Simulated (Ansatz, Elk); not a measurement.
# How far do independent atoms describe Ag2H2Pd?, part 2 of 2

The structure of Ag2H2Pd used here is made up (a known structure type with other elements) and was relaxed beforehand with PBEsol. The aim is the Fourier transform of its all-electron density, F(hkl), set beside the sum over free spherical atoms that refinements use.

Elk 11.2.3 (patched build); all-electron DFT.

So far: Set-up; Ground state and structure factors; The highest occupied states alone.

The structure was built from a prototype and need not be the compound's stable phase.

## Step 4: Another try

Level of this step: DFT, PBE, all-electron APW+lo, Dirac cores, scalar-relativistic bands, static density, no spin (Elk).

In this try the input is made faulty on purpose, to show what that does.

The input is changed as shown.

File elk.in:

```
tasks
  0
  195

xctype
  20

spinpol
  .false.

rgkmax
  3.5

gmaxvr
  14.0

lmaxo
  7

lmaxapw
  8

swidth
  0.002

tshift
  .false.

ramdisk
  .false.

hmaxvr
  5.5

maxscl
  60

epspot
  1e-06

sppath
  './'

avec
  -2.97501153057 2.97501153057 10.43418036172
  2.97501153057 -2.97501153057 10.43418036172
  2.97501153057 2.97501153057 -10.43418036172

atoms
  3
  'Ag.in'
  2
  0.3406156156 0.3406156156 -0.0000000000   0.000000 0.000000 0.000000
  0.6593843844 0.6593843844 -0.0000000000   0.000000 0.000000 0.000000
  'Pd.in'
  1
  -0.0000000000 -0.0000000000 0.0000000000   0.000000 0.000000 0.000000
  'H.in'
  2
  0.1548077865 0.1548077865 -0.0000000000   0.000000 0.000000 0.000000
  0.8451922135 0.8451922135 -0.0000000000   0.000000 0.000000 0.000000

ngridk
  10 10 10
```

Launch:

```
$ OMP_NUM_THREADS=4 elk
```

Numbers of over 12 decimals in the logs are rounded to 6 here.

The program printed:

```text
┌─────────────────────────┐
│ Elk code version 11.2.3 │
└─────────────────────────┘

All units are atomic (Hartree, Bohr, etc.)

┌─────────────────────────────────────────────────┐
│ Ground-state run starting from atomic densities │
└─────────────────────────────────────────────────┘

Lattice vectors :
  -2.975011531       2.975011531       10.43418036
   2.975011531      -2.975011531       10.43418036
   2.975011531       2.975011531      -10.43418036

Reciprocal lattice vectors :
 -0.1688673770E-16   1.055993438      0.3010866733
[...]
atom 2                    :    45.89464714     ( -0.3322606190E-06)
  species : 2 (Pd)
   atom 1                    :    42.87238132     (  0.8861005441E-07)
  species : 3 (H)
   atom 1                    :   0.4844898383     (   0.000000000    )
   atom 2                    :   0.4844898383     (   0.000000000    )
 total in muffin-tins        :    135.6306553
 total calculated charge     :    141.9998241
 total charge                :    142.0000000
 error                       :   0.1759042478E-03

┌──────────────────────────────┐
│ Self-consistent loop stopped │
└──────────────────────────────┘

Wrote STATE.OUT
[key lines of the parts left out:]
total energy                :     -15681.250755823
```

It took 84 s on 4 threads of Intel Xeon Platinum 8488C (Sapphire Rapids), shared host; peak memory 0.2 GiB; 4.9 min of CPU time.

The run finished. A setting was moved off its sound value on purpose, so it serves as a test and not as the result.

The fault put into the input: a cutoff far too low.

Its structure factors differ from the first run's by R = 0.3 %.

## Step 5: Another functional

The difference from free atoms is small, so it is set against the change that LDA (Perdew-Wang) makes.

elk.in, as its differences from that of step 4:

```diff
@@ -5,3 +5,3 @@
 xctype
-  20
+  3
 
@@ -11,3 +11,3 @@
 rgkmax
-  3.5
+  7.0
 
@@ -35,3 +35,3 @@
 maxscl
-  60
+  120
```

Launch:

```
$ OMP_NUM_THREADS=4 elk
```

The program printed:

```text
┌─────────────────────────┐
│ Elk code version 11.2.3 │
└─────────────────────────┘

All units are atomic (Hartree, Bohr, etc.)

┌─────────────────────────────────────────────────┐
│ Ground-state run starting from atomic densities │
└─────────────────────────────────────────────────┘

Lattice vectors :
  -2.975011531       2.975011531       10.43418036
   2.975011531      -2.975011531       10.43418036
   2.975011531       2.975011531      -10.43418036

Reciprocal lattice vectors :
 -0.1688673770E-16   1.055993438      0.3010866733
[...]
atom 2                    :    46.01676644     ( -0.5336286247E-05)
  species : 2 (Pd)
   atom 1                    :    43.54925566     ( -0.9749093319E-05)
  species : 3 (H)
   atom 1                    :   0.5035473224     (   0.000000000    )
   atom 2                    :   0.5035473224     (   0.000000000    )
 total in muffin-tins        :    136.5898832
 total calculated charge     :    141.9984814
 total charge                :    142.0000000
 error                       :   0.1518590219E-02

┌──────────────────────────────┐
│ Self-consistent loop stopped │
└──────────────────────────────┘

Wrote STATE.OUT
[key lines of the parts left out:]
total energy                :     -15668.352813968
```

Run time: 48 s. Hardware: 4 threads; peak memory 0.2 GiB.

Against the first run R = 0.04 %; the largest change is -0.109 at 006.

## Step 6: A coarser k-mesh

About half the k-points along each axis test the sampling.

elk.in, as its differences from that of step 5:

```diff
@@ -5,3 +5,3 @@
 xctype
-  3
+  20
 
@@ -63,2 +63,2 @@
 ngridk
-  10 10 10
+  5 5 5
```

Launch:

```
$ OMP_NUM_THREADS=4 elk
```

The program printed:

```text
┌─────────────────────────┐
│ Elk code version 11.2.3 │
└─────────────────────────┘

All units are atomic (Hartree, Bohr, etc.)

┌─────────────────────────────────────────────────┐
│ Ground-state run starting from atomic densities │
└─────────────────────────────────────────────────┘

Lattice vectors :
  -2.975011531       2.975011531       10.43418036
   2.975011531      -2.975011531       10.43418036
   2.975011531       2.975011531      -10.43418036

Reciprocal lattice vectors :
 -0.1688673770E-16   1.055993438      0.3010866733
[...]
atom 2                    :    46.00824718     ( -0.3322677529E-06)
  species : 2 (Pd)
   atom 1                    :    43.56568006     (  0.6989892043E-07)
  species : 3 (H)
   atom 1                    :   0.5266322618     (   0.000000000    )
   atom 2                    :   0.5266322618     (   0.000000000    )
 total in muffin-tins        :    136.6354389
 total calculated charge     :    141.9984828
 total charge                :    142.0000000
 error                       :   0.1517230144E-02

┌──────────────────────────────┐
│ Self-consistent loop stopped │
└──────────────────────────────┘

Wrote STATE.OUT
[key lines of the parts left out:]
total energy                :     -15682.799484656
```

The job ended after 47 s (4 threads; peak memory 0.22 GiB; 2.1 min of CPU time).

Against the first run R = 0.01 %; the largest change is +0.014 at 004.

## Step 7: Settings against the effect

| run | R against the first run (%) | R against neutral atoms, low angle (%) | wall time |
| --- | --- | --- | --- |
| PBE, rgkmax 7 | 0.00 | 0.71 | 2.1 min |
| LDA (Perdew-Wang) | 0.04 | 0.73 | 48 s |
| k-mesh 5×5×5 | 0.01 | 0.71 | 47 s |

## Step 8: Summary of results

| Quantity | Value |
| --- | --- |
| R against neutral atoms, sin θ/λ < 0.3 Å⁻¹ | 0.71 % |
| R against neutral atoms, 0.3 to 0.83 Å⁻¹ | 0.26 % |

What this shows: Independent neutral atoms miss the calculated amplitudes by R = 0.71 % below 0.3 Å⁻¹ and 0.26 % from there to 0.83 Å⁻¹; by shells, 1.87 % below 0.15 Å⁻¹ (1 form), 0.70 % 0.15 to 0.3 (8 forms), 0.28 % 0.3 to 0.45 (13 forms), 0.25 % above 0.45 (83 forms). Bonding, aspherical density and the tables' own atoms all enter these figures, and the runs don't part them. The largest change of an amplitude is -0.80 electrons, at 103. The window's part falls from 34.0 electrons at the origin to at most 0.60 between 0.45 and 0.83 Å⁻¹. Below 0.3 Å⁻¹ the changes that finished (LDA (Perdew-Wang) and k-mesh 5×5×5) move F by R = 0.09 % at most, against the 0.71 % that separates it from free atoms. The basis has no finished test. These runs have no spin, though d or f shells may be open. Part of the difference isn't bonding: the tables are fits to free atoms and ions calculated by other methods than this functional. Thermal motion, anomalous dispersion and extinction are left out.

[Logs are printed without paths, hosts, clocks, repeated set-up lines and the standing remarks that a program may print on its own settings, such as how far it seeks lower states.]

[Hosts, paths, dates, database ids (printed as entryN), source tags and the programs' standing remarks are cut or masked in the printed files.]
